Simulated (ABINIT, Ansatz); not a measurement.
**Ba2MgH6 (P-3m1): G0W0 on several meshes in ABINIT**

Aim: the GW shift of Ba2MgH6 (P-3m1) against the k mesh.

Main program and level: ABINIT 10.8.3; LDA and many-body steps on it, plane waves.

### 1. Starting point

Symmetry: P-3m1, No. 164, trigonal system. The conventional cell has a = 5.718 Å, b = 5.718 Å, c = 4.538 Å, α = 90.00°, β = 90.00°, γ = 120.00°. Ba has 12 H at 2.75 to 2.87 Å nearest. Nearest to Mg lie 6 H at 1.97 Å. H has 1 Mg at 1.97 Å and 4 H at 2.65 to 2.80 Å and 4 Ba at 2.75 to 2.87 Å nearest. Farther neighbours are not listed.

As a file:

```cif
data_structure
_symmetry_space_group_name_H-M 'P 1'
_symmetry_Int_Tables_number 1
_cell_length_a 5.7178
_cell_length_b 5.7178
_cell_length_c 4.5383
_cell_angle_alpha 90.000
_cell_angle_beta 90.000
_cell_angle_gamma 120.000
_cell_volume 128.49
loop_
_atom_site_label
_atom_site_type_symbol
_atom_site_fract_x
_atom_site_fract_y
_atom_site_fract_z
_atom_site_occupancy
Ba1 Ba 0.66667 0.33333 0.26704 1
Ba2 Ba 0.33333 0.66667 0.73296 1
Mg3 Mg 0.00000 0.00000 0.00000 1
H4 H 0.82963 0.65927 0.77533 1
H5 H 0.82963 0.17037 0.77533 1
H6 H 0.34073 0.17037 0.77533 1
H7 H 0.17037 0.34073 0.22467 1
H8 H 0.17037 0.82963 0.22467 1
H9 H 0.65927 0.82963 0.22467 1
```

The cell and positions are those that the Materials Project relaxed with its own functionals (PBE, PBE+U or r2SCAN), kept fixed. Spin-orbit coupling is left out unless a step names it.

### 2. Empty states on the mesh, 3×3×2 mesh, 248 bands

This step: ABINIT 10.8.3; DFT, LDA, plane waves, norm-conserving pseudopotentials.

The sums over transitions need many empty states on a uniform mesh; this step solves for them.

run.abi

```
acell 3*1.0 Angstrom
rprim 
  5.717818886904 0.000000000024 0.000000000000
  -2.858909443473 4.951776410285 0.000000000000
  0.000000000000 0.000000000000 4.538310090000
ntypat 3
znucl 56 12 1
natom 9
typat 1 1 2 3 3 3 3 3 3
xred 
  0.666666666667 0.333333333333 0.267038260000
  0.333333333333 0.666666666667 0.732961740000
  0.000000000000 0.000000000000 0.000000000000
  0.829634400000 0.659268800000 0.775326710000
  0.829634400000 0.170365600000 0.775326710000
  0.340731200000 0.170365600000 0.775326710000
  0.170365600000 0.340731200000 0.224673290000
  0.170365600000 0.829634400000 0.224673290000
  0.659268800000 0.829634400000 0.224673290000
pp_dirpath "pseudos"
pseudos "Ba.upf, Mg.upf, H.upf"
ecut 38
ngkpt 3 3 2
nshiftk 1
shiftk 0 0 0
kptopt 1
chksymbreak 0
iscf -2
irdden 1
istwfk *1
nband 248
nbdbuf 22
tolwfr 1e-09
nstep 60
prtvol 0
indata_prefix "in"
outdata_prefix "out"
tmpdata_prefix "tmp"
```

Command:

```
$ OMP_NUM_THREADS=1 mpirun -n 4 abinit run.abi > log
```

Numbers of over 12 decimals in the logs are rounded to 6 here.

Output:

```text
.Version 10.8.3 of ABINIT. v10.8.2 released Aug 2026.

 Symmetries : space group P-3 m 1 (#164); Bravais hP (primitive hexag.)
[... echo of the input left out ...]
== DATASET  1 ==================================================================
-   mpi_nproc: 4, omp_nthreads: 1 (-1 if OMP is not activated)

--- !DatasetInfo
iteration_state: {dtset: 1, }
dimensions: {natom: 9, nkpt: 6, mband: 248, nsppol: 1, nspinor: 1, nspden: 1, mpw: 9726, }
cutoff_energies: {ecut:  38.0, pawecutdg:  -1.0, }
[...]
2.81582    2.81984    2.81984    2.83096    2.83096    2.84896    2.84933    2.84933
   2.85482    2.86055    2.86055    2.88910    2.88947    2.90235    2.90871    2.91110
 prteigrs : prtvol=0 or 1, do not print more k-points.

== END DATASET(S) ==============================================================
================================================================================

 -outvars: echo values of variables after computation  --------
            nband         248
             nkpt           6
          spgroup         164
 [... the other variables as echoed above ...]

 Calculation completed.
```

Wall time 2.7 min (4 MPI ranks of Arm Neoverse V2, shared host); peak memory 0.55 GiB.

Numbers from this step:

- gap: 2.607 eV
- k of the valence top: 0.3333, 0, 0
- k of the conduction bottom: 0, 0, 0
- least direct gap: 2.729 eV
- k points computed: 6
- lowest point of the top converged band, above the valence top: 71.6634 eV

On this mesh the gap is 2.607 eV.

The density comes from a self-consistent run that is not shown.

### 3. Screening, 3×3×2 mesh, 103 bands, screening to 114.3 eV

The RPA dielectric matrix is built and inverted for each q.

This step: RPA screening on LDA, plane waves, norm-conserving pseudopotentials.

Edit run.abi of step 2 so:

```diff
@@ -27,10 +27,11 @@
 chksymbreak 0
-iscf -2
-irdden 1
 istwfk *1
-nband 248
-nbdbuf 22
-tolwfr 1e-09
-nstep 60
-prtvol 0
+occopt 1
+irdwfk 1
+optdriver 3
+nband 103
+ecuteps 4.2
+inclvkb 2
+awtr 1
+symchi 1
 indata_prefix "in"
```

Output:

```text
.Version 10.8.3 of ABINIT. v10.8.2 released Aug 2026.

 Symmetries : space group P-3 m 1 (#164); Bravais hP (primitive hexag.)
[... echo of the input left out ...]
== DATASET  1 ==================================================================
-   mpi_nproc: 4, omp_nthreads: 1 (-1 if OMP is not activated)

--- !DatasetInfo
iteration_state: {dtset: 1, }
dimensions: {natom: 9, nkpt: 6, mband: 103, nsppol: 1, nspinor: 1, nspden: 1, mpw: 9726, }
cutoff_energies: {ecut:  38.0, pawecutdg:  -1.0, }
electrons: {nelect:   3.60000000E+01, charge:   0.00000000E+00, occopt:   1.00000000E+00, tsmear:   1.00000000E-02, }

 SCREENING: Calculation of the susceptibility and dielectric matrices

 Based on a program developped by R.W. Godby, V. Olevano, G. Onida, and L. Reining.
 Incorporated in ABINIT by V. Olevano, G.-M. Rignanese, and M. Torrent.
.Using double precision arithmetic ; gwpc =  8

[... cell and pseudopotentials left out ...]
--------------------------------------------------------------------------------

 ==== K-mesh for the wavefunctions ====
 Number of points in the irreducible wedge :     6
[... list of points left out ...]
 Together with 12 symmetry operations and time-reversal symmetry
 yields    18 points in the full Brillouin Zone.

 ==== Q-mesh for the screening function ====
 Number of points in the irreducible wedge :     6
[... list of points left out ...]
 Together with 12 symmetry operations and time-reversal symmetry
 yields    18 points in the full Brillouin Zone.

 setmesh: FFT mesh size selected  =    36x   36x   32
          total number of points  =        41472

 vcoul_init : cutoff-mode = AUXILIARY_FUNCTION
 q-points for optical limit:   1
     1)      0.000010    0.000020    0.000030

- screening: taking advantage of time-reversal symmetry
- Maximum band index for partially occupied states nbvw = 18
- Remaining bands to be divided among processors   nbcw = 85
- Number of bands treated by each node ~21

 Number of electrons calculated from density =   36.0000; Expected =   36.0000
 average of density, n =  0.041516
 r_s =    1.7916
 omega_plasma =   19.6547 [eV]

 calculating chi0 at frequencies [eV] :
  1    0.000000E+00    0.000000E+00
  2    0.000000E+00    1.965467E+01

--------------------------------------------------------------------------------
  q-point number  1        q = ( 0.000000, 0.000000, 0.000000) [r.l.u.]
--------------------------------------------------------------------------------
[... chi0 elements left out ...]
 For q-point:  0.000010 0.000020 0.000030
  dielectric constant =   6.1163
  dielectric constant without local fields =   6.8352

  Average fulfillment of the sum rule on Im[epsilon] for q-point    1 :     64.60  [%]
[... wings left out ...]
  q-point number  2        q = ( 0.333333, 0.000000, 0.000000) [r.l.u.]
--------------------------------------------------------------------------------
[... chi0 elements left out ...]
  Average fulfillment of the sum rule on Im[epsilon] for q-point    2 :     73.59  [%]

 [... 4 further q-points ...]
```

Wall time 28 s (4 MPI ranks); peak memory 1.4 GiB; 1.8 min of CPU time.

Numbers from this step:

* ε∞ with local fields, on this mesh, along the program's q direction: 6.116
* the same without local fields: 6.835
* plasma frequency: 19.65 eV
* plane waves in the screening matrix: 355

Local fields lower ε∞ by 11 %. On a Γ-centred mesh this coarse the value itself is usually too large, while a short band sum pulls it down.

### 4. 3×3×2

The self-energy is evaluated for the states that the input lists, and the levels follow from it, in one-shot runs by the linearised quasiparticle equation.

This step: G0W0 on LDA, plane waves, norm-conserving pseudopotentials.

Edit run.abi of step 3 so:

```diff
@@ -30,8 +30,17 @@
 irdwfk 1
-optdriver 3
+optdriver 4
 nband 103
+gwcalctyp 0
+ecutsigx 38
+symsigma 1
+nkptgw 2
+kptgw 
+  0.3333333333 0.0000000000 0.0000000000
+  0.0000000000 0.0000000000 0.0000000000
+bdgw 
+  17 20
+  17 21
 ecuteps 4.2
-inclvkb 2
-awtr 1
-symchi 1
+irdscr 1
+ppmodel 1
 indata_prefix "in"
```

Output:

```text
.Version 10.8.3 of ABINIT. v10.8.2 released Aug 2026.

 Symmetries : space group P-3 m 1 (#164); Bravais hP (primitive hexag.)
[... echo of the input left out ...]
== DATASET  1 ==================================================================
-   mpi_nproc: 4, omp_nthreads: 1 (-1 if OMP is not activated)

--- !DatasetInfo
iteration_state: {dtset: 1, }
dimensions: {natom: 9, nkpt: 6, mband: 103, nsppol: 1, nspinor: 1, nspden: 1, mpw: 9726, }
cutoff_energies: {ecut:  38.0, pawecutdg:  -1.0, }
electrons: {nelect:   3.60000000E+01, charge:   0.00000000E+00, occopt:   1.00000000E+00, tsmear:   1.00000000E-02, }

 SIGMA: Calculation of the GW corrections

 Based on a program developped by R.W. Godby, V. Olevano, G. Onida, and L. Reining.
 Incorporated in ABINIT by V. Olevano, G.-M. Rignanese, and M. Torrent.
.Using double precision arithmetic ; gwpc =  8

[... cell and pseudopotentials left out ...]
--------------------------------------------------------------------------------

 ==== K-mesh for the wavefunctions ====
 Number of points in the irreducible wedge :     6
[... list of points left out ...]
 Together with 12 symmetry operations and time-reversal symmetry
 yields    18 points in the full Brillouin Zone.

 ==== Q-mesh for screening function ====
 Number of points in the irreducible wedge :     6
[... list of points left out ...]
 Together with 12 symmetry operations and time-reversal symmetry
 yields    18 points in the full Brillouin Zone.

 vcoul_init : cutoff-mode = AUXILIARY_FUNCTION
 q-points for optical limit:   1
     1)      0.000010    0.000020    0.000030
 setmesh: FFT mesh size selected  =    54x   54x   48
          total number of points  =       139968

 Number of electrons calculated from density =   36.0000; Expected =   36.0000
 average of density, n =  0.041516
 r_s =    1.7916
 omega_plasma =   19.6547 [eV]

 === KS Band Gaps ===
  >>>> For spin  1
   Minimum direct gap =   2.7286 [eV], located at k-point      :   0.0000  0.0000  0.0000
   Fundamental gap    =   2.6073 [eV], Top of valence bands at :   0.3333  0.0000  0.0000
                                       Bottom of conduction at :   0.0000  0.0000  0.0000
 SIGMA fundamental parameters:
 PLASMON POLE MODEL  1
 number of plane-waves for SigmaX                 9653
 number of plane-waves for SigmaC and W            355
 number of plane-waves for wavefunctions          9653
 number of bands                                   103
 number of independent spin polarizations            1
 number of spinorial components                      1
 number of k-points in IBZ                           6
 number of q-points in IBZ                           6
 number of symmetry operations                      12
 number of k-points in BZ                           18
 number of q-points in BZ                           18
 number of frequencies for dSigma/dE                 9
 frequency step for dSigma/dE [eV]                0.25
 number of omega for Sigma on real axis              0
 max omega for Sigma on real axis  [eV]           0.00
 zcut for avoiding poles [eV]                     0.10

 EPSILON^-1 parameters (SCR file):
 dimension of the eps^-1 matrix on file            355
 dimension of the eps^-1 matrix used               355
 number of plane-waves for wavefunctions          9653
 number of bands                                   103
 number of q-points in IBZ                           6
 number of frequencies                               2
 number of real frequencies                          1
 number of imag frequencies                          1

 matrix elements of self-energy operator (all in [eV])

 Perturbative Calculation

--- !SelfEnergy_ee
iteration_state: {dtset: 1, }
kpoint     : [   0.333,    0.000,    0.000, ]
spin       : 1
KS_gap     :    3.236
QP_gap     :    4.916
Delta_QP_KS:    1.680
data: !SigmaeeData |
     Band     E0 <VxcDFT>   SigX SigC(E0)      Z dSigC/dE  Sig(E)    E-E0       E
       17   2.791 -10.749 -13.691   2.114   0.780  -0.282 -11.395  -0.647   2.144
       18   3.309 -10.983 -13.836   2.026   0.782  -0.278 -11.630  -0.647   2.662
       19   6.545  -9.314  -4.491  -3.558   0.817  -0.224  -8.281   1.033   7.578
       20   6.673  -9.659  -4.626  -3.685   0.815  -0.228  -8.561   1.098   7.771

--- !SelfEnergy_ee
iteration_state: {dtset: 1, }
kpoint     : [   0.000,    0.000,    0.000, ]
spin       : 1
KS_gap     :    2.729
QP_gap     :    4.295
Delta_QP_KS:    1.566
data: !SigmaeeData |
     Band     E0 <VxcDFT>   SigX SigC(E0)      Z dSigC/dE  Sig(E)    E-E0       E
       17   3.188 -10.948 -13.800   2.047   0.783  -0.278 -11.578  -0.631   2.557
       18   3.188 -10.948 -13.800   2.047   0.783  -0.278 -11.578  -0.631   2.557
       19   5.916  -9.024  -4.632  -3.253   0.822  -0.217  -8.088   0.935   6.852
       20   7.049  -9.780  -4.575  -3.799   0.813  -0.230  -8.638   1.142   8.191
       21   7.049  -9.780  -4.575  -3.799   0.813  -0.230  -8.638   1.142   8.191

== END DATASET(S) ==============================================================
================================================================================

 -outvars: echo values of variables after computation  --------
           etotal      0.0000000000E+00
            nband         103
             nkpt           6
          spgroup         164
 [... the other variables as echoed above ...]

 Calculation completed.
```

Elapsed: 13 s, on 4 MPI ranks; peak memory 1.1 GiB.

This step gave:

* G0W0 gap on the points computed: 4.19 eV
* starting gap on the mesh: 2.607 eV
* k of the valence top: 0.3333, 0, 0
* k of the conduction bottom: 0, 0, 0
* Z at the valence top: 0.782
* Z at the conduction bottom: 0.822
* least direct G0W0 gap on the computed points: 4.295 eV

The gap on the mesh goes from 2.61 eV to 4.19 eV, a correction of +1.58 eV.

### 5. Empty states on the mesh, 3×3×4 mesh, 113 bands

This step: DFT, LDA, plane waves, norm-conserving pseudopotentials.

Edit run.abi of step 4 so:

```diff
@@ -22,3 +22,3 @@
 ecut 38
-ngkpt 3 3 2
+ngkpt 3 3 4
 nshiftk 1
@@ -27,20 +27,10 @@
 chksymbreak 0
+iscf -2
+irdden 1
 istwfk *1
-occopt 1
-irdwfk 1
-optdriver 4
-nband 103
-gwcalctyp 0
-ecutsigx 38
-symsigma 1
-nkptgw 2
-kptgw 
-  0.3333333333 0.0000000000 0.0000000000
-  0.0000000000 0.0000000000 0.0000000000
-bdgw 
-  17 20
-  17 21
-ecuteps 4.2
-irdscr 1
-ppmodel 1
+nband 113
+nbdbuf 10
+tolwfr 1e-09
+nstep 60
+prtvol 0
 indata_prefix "in"
```

Output:

```text
.Version 10.8.3 of ABINIT. v10.8.2 released Aug 2026.

 Symmetries : space group P-3 m 1 (#164); Bravais hP (primitive hexag.)
[... echo of the input left out ...]
== DATASET  1 ==================================================================
-   mpi_nproc: 4, omp_nthreads: 1 (-1 if OMP is not activated)

--- !DatasetInfo
iteration_state: {dtset: 1, }
dimensions: {natom: 9, nkpt: 10, mband: 113, nsppol: 1, nspinor: 1, nspden: 1, mpw: 9726, }
cutoff_energies: {ecut:  38.0, pawecutdg:  -1.0, }
[...]
1.46001    1.46001    1.47642    1.47642    1.48273    1.48704    1.51879    1.51879
   1.53629    1.54894    1.56355    1.57697    1.59641    1.59679    1.60880    1.61632
   1.62425
 prteigrs : prtvol=0 or 1, do not print more k-points.

== END DATASET(S) ==============================================================
================================================================================

 -outvars: echo values of variables after computation  --------
            nband         113
             nkpt          10
          spgroup         164
 [... the other variables as echoed above ...]

 Calculation completed.
```

The job ended after 71 s (4 MPI ranks; peak memory 0.53 GiB).

Numbers from this step:

```
gap                                                           : 2.607 eV
k of the valence top                                          : 0.3333, 0, 0
k of the conduction bottom                                    : 0, 0, 0
least direct gap                                              : 2.729 eV
k points computed                                             : 10
lowest point of the top converged band, above the valence top : 36.50 eV
```

On this mesh the gap is 2.607 eV.

### 6. Screening, 3×3×4 mesh, 103 bands, screening to 114.3 eV

This step: RPA screening on LDA, plane waves, norm-conserving pseudopotentials.

Edit run.abi of step 5 so:

```diff
@@ -27,10 +27,11 @@
 chksymbreak 0
-iscf -2
-irdden 1
 istwfk *1
-nband 113
-nbdbuf 10
-tolwfr 1e-09
-nstep 60
-prtvol 0
+occopt 1
+irdwfk 1
+optdriver 3
+nband 103
+ecuteps 4.2
+inclvkb 2
+awtr 1
+symchi 1
 indata_prefix "in"
```

Output:

```text
.Version 10.8.3 of ABINIT. v10.8.2 released Aug 2026.

 Symmetries : space group P-3 m 1 (#164); Bravais hP (primitive hexag.)
[... echo of the input left out ...]
== DATASET  1 ==================================================================
-   mpi_nproc: 4, omp_nthreads: 1 (-1 if OMP is not activated)

--- !DatasetInfo
iteration_state: {dtset: 1, }
dimensions: {natom: 9, nkpt: 10, mband: 103, nsppol: 1, nspinor: 1, nspden: 1, mpw: 9726, }
cutoff_energies: {ecut:  38.0, pawecutdg:  -1.0, }
electrons: {nelect:   3.60000000E+01, charge:   0.00000000E+00, occopt:   1.00000000E+00, tsmear:   1.00000000E-02, }

 SCREENING: Calculation of the susceptibility and dielectric matrices

 Based on a program developped by R.W. Godby, V. Olevano, G. Onida, and L. Reining.
 Incorporated in ABINIT by V. Olevano, G.-M. Rignanese, and M. Torrent.
.Using double precision arithmetic ; gwpc =  8

[... cell and pseudopotentials left out ...]
--------------------------------------------------------------------------------

 ==== K-mesh for the wavefunctions ====
 Number of points in the irreducible wedge :    10
[... list of points left out ...]
 Together with 12 symmetry operations and time-reversal symmetry
 yields    36 points in the full Brillouin Zone.

 ==== Q-mesh for the screening function ====
 Number of points in the irreducible wedge :    10
[... list of points left out ...]
 Together with 12 symmetry operations and time-reversal symmetry
 yields    36 points in the full Brillouin Zone.

 setmesh: FFT mesh size selected  =    36x   36x   32
          total number of points  =        41472

 vcoul_init : cutoff-mode = AUXILIARY_FUNCTION
 q-points for optical limit:   1
     1)      0.000010    0.000020    0.000030

- screening: taking advantage of time-reversal symmetry
- Maximum band index for partially occupied states nbvw = 18
- Remaining bands to be divided among processors   nbcw = 85
- Number of bands treated by each node ~21

 Number of electrons calculated from density =   36.0000; Expected =   36.0000
 average of density, n =  0.041516
 r_s =    1.7916
 omega_plasma =   19.6547 [eV]

 calculating chi0 at frequencies [eV] :
  1    0.000000E+00    0.000000E+00
  2    0.000000E+00    1.965467E+01

--------------------------------------------------------------------------------
  q-point number  1        q = ( 0.000000, 0.000000, 0.000000) [r.l.u.]
--------------------------------------------------------------------------------
[... chi0 elements left out ...]
 For q-point:  0.000010 0.000020 0.000030
  dielectric constant =   5.1233
  dielectric constant without local fields =   5.7149

  Average fulfillment of the sum rule on Im[epsilon] for q-point    1 :     64.65  [%]
[... wings left out ...]
  q-point number  2        q = ( 0.333333, 0.000000, 0.000000) [r.l.u.]
--------------------------------------------------------------------------------
[... chi0 elements left out ...]
  Average fulfillment of the sum rule on Im[epsilon] for q-point    2 :     73.62  [%]

 [... 8 further q-points ...]
```

Elapsed: 67 s, on 4 MPI ranks; peak memory 1.8 GiB.

Numbers from this step:

```
ε∞ with local fields, on this mesh, along the program's q direction : 5.123
the same without local fields                                       : 5.715
plasma frequency                                                    : 19.65 eV
plane waves in the screening matrix                                 : 355
```

[end of part 1 of 2]

[Paths, hosts, dates, memory and timing lines, banners, echoed tables and standing remarks are left out of the program output.]

[Logs are printed without paths, hosts, clocks, repeated set-up lines and the standing remarks that a program may print on its own settings, such as how far it seeks lower states.]

[Runs of the session that timed out or met a known fault of the program may be left out.]

[No measured gap is set beside runs whose start may be inverted or whose files or cutoffs have a known fault.]

[Hosts, paths, dates, database ids (printed as entryN), source tags and the programs' standing remarks are cut or masked in the printed files.]

[G0W0 gaps are taken among the corrected bands and points alone; a level outside them can change the order at an edge.]

[Where Ansatz stands beside ABINIT at settings called matched, ABINIT's density can come from a denser mesh and the files from another edition; pairs whose starting gaps differed by over 0.03 eV were left out, so agreement reads better than it is.]
